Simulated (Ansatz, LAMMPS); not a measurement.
# Aqueous Rb+ and HSO4-, 0.9 mol of salt per kg of water at 360 K (184 atoms): a single point, part 2 of 2

Wanted: forces, charges and levels of aqueous Rb+ and HSO4-, 0.9 mol of salt per kg of water at 360 K (184 atoms).

Ansatz 0.2.0; Kohn-Sham DFT, PBEsol, PAW (set soft_2), plane waves.

The cell: 63 O, 1 S, 119 H and 1 Rb. The network of contacts between molecules at the start is that of the classical potential that made the cell. The functional has no dispersion term. The density was typed from a rule of thumb and may lie off the real one at this temperature. Only the Γ point is sampled, in a cell whose shortest periodic width is 12 Å.

So far. Step 3 (Plane-wave single point): Electrostatic potential energy in the ac plane at fractional y = 0.300, with atoms of O and H and Rb within 0.2 Å of it. With pseudopotentials it is smooth inside the atoms' cores, unlike the true potential.

## Step 3: Plane-wave single point (continued)

Valence density in the ac plane at fractional y = 0.300, with atoms of O and H and Rb within 0.2 Å of it. It is the smooth field of the valence electrons, not physical close to the nuclei.

Ten steps, logarithmic in the rise over the least value, from '0' (0.0 e/Å³) to '9' (6.4 e/Å³), each cell a mean:
```
00135666421000013589963112444310000
00112333210000013578863100111100000
12343210000011112344431000000000000
35787420000011100111100000001121111
57998520000000000000000000013565323
56776421000000000000000000136898633
22333211110000000000000000135898632
00001111111000000000000000024665310
00001122221122110000000000012332100
00012455433355431000000000001234320
00024798644568742000000000012467641
00025899743456542100000000013578642
01123566421123333321100000012455421
23542222100001135665311111111222111
35653100100000135887521222221100012
56763112332100124787421222233321123
45642113666421012343210111235653223
22221125899741001233210000135665321
00000024799741001365421000023565310
00000012455320002466531000013443200
00001222221100002466642111223321000
00124565420000001244421234676421000
00246777631000001245321357899631000
00247777641000001467642245798630000
```
Columns run along a (12.3 Å), rows up along c (12.3 Å). Atoms in or near the plane, at fractional coordinates: O at (0.19, 0.53), O at (0.27, 0.24), O at (0.09, 0.81), H at (0.01, 0.78), H at (0.53, 0.22), O at (0.78, 0.04), H at (0.70, 0.05), O at (0.56, 0.96), H at (0.54, 0.03), O at (0.86, 0.75), H at (0.82, 0.30), H at (0.07, 0.41), Rb at (0.17, 0.03).

Mean Löwdin charges: H +0.39, O -0.70, Rb +0.87, S +2.50 e (they miss 1.1 % of the electrons, so they add up to more than the cell's charge). The largest share in the top eV of filled states is O p (99 % of the projected weight), and in the lowest eV of empty states H s (65 % of the projected weight).

## Step 4: Local order

These statistics describe the geometry on which the runs were made.

Density 1.12 g/cm³, 10.07 Å³ an atom.

Pair distribution functions g(r), in bins of 0.2 Å:

| r (Å) | total | H-H | H-O | H-Rb | H-S | O-O | O-Rb |
| --- | --- | --- | --- | --- | --- | --- | --- |
| 0.90 | 2.75 | 0.00 | 6.20 | 0.00 | 0.00 | 0.00 | 0.00 |
| 1.10 | 2.44 | 0.00 | 5.50 | 0.00 | 0.00 | 0.00 | 0.00 |
| 1.30 | 0.00 | 0.00 | 0.00 | 0.00 | 0.00 | 0.00 | 0.00 |
| 1.50 | 0.17 | 0.00 | 0.24 | 0.00 | 0.00 | 0.00 | 0.00 |
| 1.70 | 1.45 | 2.36 | 1.00 | 0.00 | 0.00 | 0.00 | 0.00 |
| 1.90 | 0.62 | 0.33 | 1.08 | 0.00 | 0.00 | 0.00 | 0.00 |
| 2.10 | 0.55 | 0.85 | 0.42 | 0.00 | 1.44 | 0.00 | 0.00 |
| 2.30 | 0.63 | 1.20 | 0.26 | 0.00 | 0.00 | 0.13 | 0.00 |
| 2.50 | 0.81 | 1.39 | 0.31 | 0.00 | 0.00 | 0.76 | 0.00 |
| 2.70 | 0.90 | 0.99 | 0.50 | 0.00 | 0.81 | 2.17 | 0.00 |
| 2.90 | 0.93 | 0.67 | 0.91 | 0.00 | 3.71 | 1.78 | 4.20 |
| 3.10 | 1.16 | 0.97 | 1.42 | 0.64 | 0.00 | 1.01 | 1.20 |
| 3.30 | 1.02 | 0.71 | 1.34 | 2.28 | 1.70 | 0.85 | 0.00 |
| 3.50 | 1.18 | 1.10 | 1.27 | 0.97 | 1.04 | 1.15 | 0.97 |
| 3.70 | 1.23 | 1.26 | 1.25 | 1.39 | 0.88 | 1.05 | 0.86 |
| 3.90 | 1.04 | 1.06 | 1.08 | 0.39 | 1.61 | 0.86 | 0.74 |
| 4.10 | 1.02 | 0.96 | 1.04 | 1.11 | 1.48 | 1.09 | 0.67 |
| 4.30 | 0.94 | 0.97 | 0.87 | 0.66 | 0.68 | 1.06 | 0.66 |
| 4.50 | 1.02 | 1.03 | 1.03 | 2.17 | 1.51 | 0.86 | 0.56 |
| 4.70 | 0.96 | 1.15 | 0.81 | 0.28 | 0.00 | 0.93 | 1.55 |
| 4.90 | 0.98 | 0.94 | 0.96 | 1.79 | 0.78 | 1.11 | 1.48 |
| 5.10 | 0.89 | 0.93 | 0.84 | 0.47 | 0.47 | 1.00 | 2.24 |
| 5.30 | 1.02 | 0.97 | 1.07 | 0.65 | 1.10 | 1.08 | 0.00 |
| 5.50 | 0.97 | 0.96 | 1.03 | 1.43 | 1.63 | 0.76 | 0.77 |
| 5.70 | 0.97 | 1.03 | 0.98 | 1.15 | 0.56 | 0.74 | 0.72 |
| 5.90 | 1.06 | 1.06 | 1.03 | 0.90 | 0.35 | 1.15 | 1.35 |

Bonds by pair of elements; cutoffs follow the first minimum of g(r), held within bounds set by covalent radii, and pairs that aren't listed don't count as bonded:

| pair A-B | cutoff (Å) | bonds | mean length (Å) | spread (Å) | shortest (Å) | B about A | A about B |
| --- | --- | --- | --- | --- | --- | --- | --- |
| H-O | 1.21 | 119 | 1 | 0 | 1 | 1 | 1.89 |
| O-Rb | 3.35 | 4 | 2.95 | 0.11 | 2.86 | 0.063 | 4 |
| O-S | 2.02 | 4 | 1.49 | 0.071 | 1.44 | 0.063 | 4 |

How many atoms have how many bonded neighbours:

| element | mean | 1 | 2 | 3 | 4 |
| --- | --- | --- | --- | --- | --- |
| H | 1 | 119 | 0 | 0 | 0 |
| O | 2.02 | 3 | 56 | 4 | 0 |
| Rb | 4 | 0 | 0 | 0 | 1 |
| S | 4 | 0 | 0 | 0 | 1 |

Bond angles, per cent of each kind in bins of 5°:

| angle (°) | H-O-H |
| --- | --- |
| 105–110 | 100.0 |

Bond angles (no mean is given where the spread exceeds 20°):

| angle | count | mean (°) | spread (°) |
| --- | --- | --- | --- |
| H-O-H | 59 | 110 | 0 |
| H-O-Rb | 8 | 113 | 16.6 |
| O-Rb-O | 6 | - | - |
| O-S-O | 6 | 109 | 5 |
| H-O-S | 1 | 103 | 0 |

Hydrogen bonds between water molecules (O–O under 3.5 Å, H–O···O angle under 30°):

| hydrogen bonds to other water | molecules |
| --- | --- |
| 0 | 0 |
| 1 | 4 |
| 2 | 11 |
| 3 | 16 |
| 4 | 24 |
| 5 | 4 |

First shells of the ions:

| ion | count | shell | mean number |
| --- | --- | --- | --- |
| Rb | 1 | water O within 3.8 A | 6 |

Bond length by coordination (bonds to H left out):

| element | coordination | atoms | mean bond length (Å) |
| --- | --- | --- | --- |
| O | 1 | 3 | 1.45 |
| O | 2 | 1 | 1.61 |
| O | 3 | 4 | 2.95 |

By these cutoffs all H atoms have 1, 89 % of O atoms have 2, all Rb atoms have 4 and all S atoms have 4 bonded neighbours. The 59 water molecules hold 3.22 hydrogen bonds each to other water on average, with a mean O–O distance of 2.87 Å. Ion shells in this frame: Rb 6.0 (water O within 3.8 Å).

Local excerpt of 10 atoms (numbers count through the whole input) about O124, picked at random; x, y, z are measured from there.

| atom | x | y | z | distance (Å) | bonds | Löwdin charge (e) | Fx | Fy | Fz (eV/Å) |
| --- | --- | --- | --- | --- | --- | --- | --- | --- | --- |
| O124 | 0.00 | 0.00 | 0.00 | 0.00 | 2 | -0.65 | -0.39 | 0.49 | -0.15 |
| H125 | 0.07 | -0.10 | -0.99 | 1.00 | 1 | 0.41 | 0.06 | 0.54 | 0.89 |
| H126 | -0.24 | 0.95 | 0.22 | 1.00 | 1 | 0.41 | 0.19 | -0.76 | -0.83 |
| H143 | -1.73 | -0.51 | -0.32 | 1.83 | 1 | 0.38 | -0.57 | -0.38 | 0.36 |
| H77 | 0.89 | -0.79 | 1.48 | 1.90 | 1 | 0.40 | 0.87 | 0.08 | -0.01 |
| O142 | -2.57 | -1.05 | -0.19 | 2.78 | 2 | -0.70 | 0.28 | -0.37 | -0.19 |
| O76 | 1.65 | -1.10 | 2.06 | 2.86 | 2 | -0.67 | 0.30 | 0.06 | -0.06 |
| H113 | 1.24 | -0.38 | -2.67 | 2.97 | 1 | 0.38 | -0.15 | 0.04 | -0.75 |
| H24 | -1.28 | 2.09 | -1.86 | 3.08 | 1 | 0.38 | -0.54 | -0.34 | -0.35 |
| H78 | 2.41 | -0.45 | 1.98 | 3.15 | 1 | 0.41 | -1.01 | -0.48 | -0.35 |

The column of bonds counts only the pairs H-O within 1.21 Å, O-Rb within 3.35 Å, O-S within 2.02 Å; other neighbours, such as metal atoms beside each other in a compound, aren't counted, and periodic images can show an atom twice.

## Step 5: Outcome

* free energy per atom: -224.5792 eV/atom
* pressure: -2.258 GPa
* r.m.s. force component: 0.517 eV/Å
* gap (highest filled to lowest empty level): 3.905 eV
* wall time of the 1 DFT run: 24 s

The highest filled and lowest empty levels differ by 3.90 eV (at Γ alone); a semilocal functional tends to put such gaps too low. In a disordered cell it changes from sample to sample and from frame to frame. By these cutoffs all H atoms have 1, 89 % of O atoms have 2, all Rb atoms have 4 and all S atoms have 4 bonded neighbours. The 59 water molecules hold 3.22 hydrogen bonds each to other water on average, with a mean O–O distance of 2.87 Å.

What to keep in mind: The force components of 0.52 eV/Å r.m.s. reflect the temperature of the frame as well as the gap between the generating potential and DFT, above all in bond lengths inside molecules. The pressure of -2.3 GPa is that of one thermal frame, in which the classical model's bond lengths enter as well as the volume, without the kinetic term and with the strain of bonds inside molecules.

[Logs are printed without paths, hosts, clocks, repeated set-up lines and the standing remarks that a program may print on its own settings, such as how far it seeks lower states.]

[Hosts, paths, dates, database ids (printed as entryN), source tags and the programs' standing remarks are cut or masked in the printed files.]
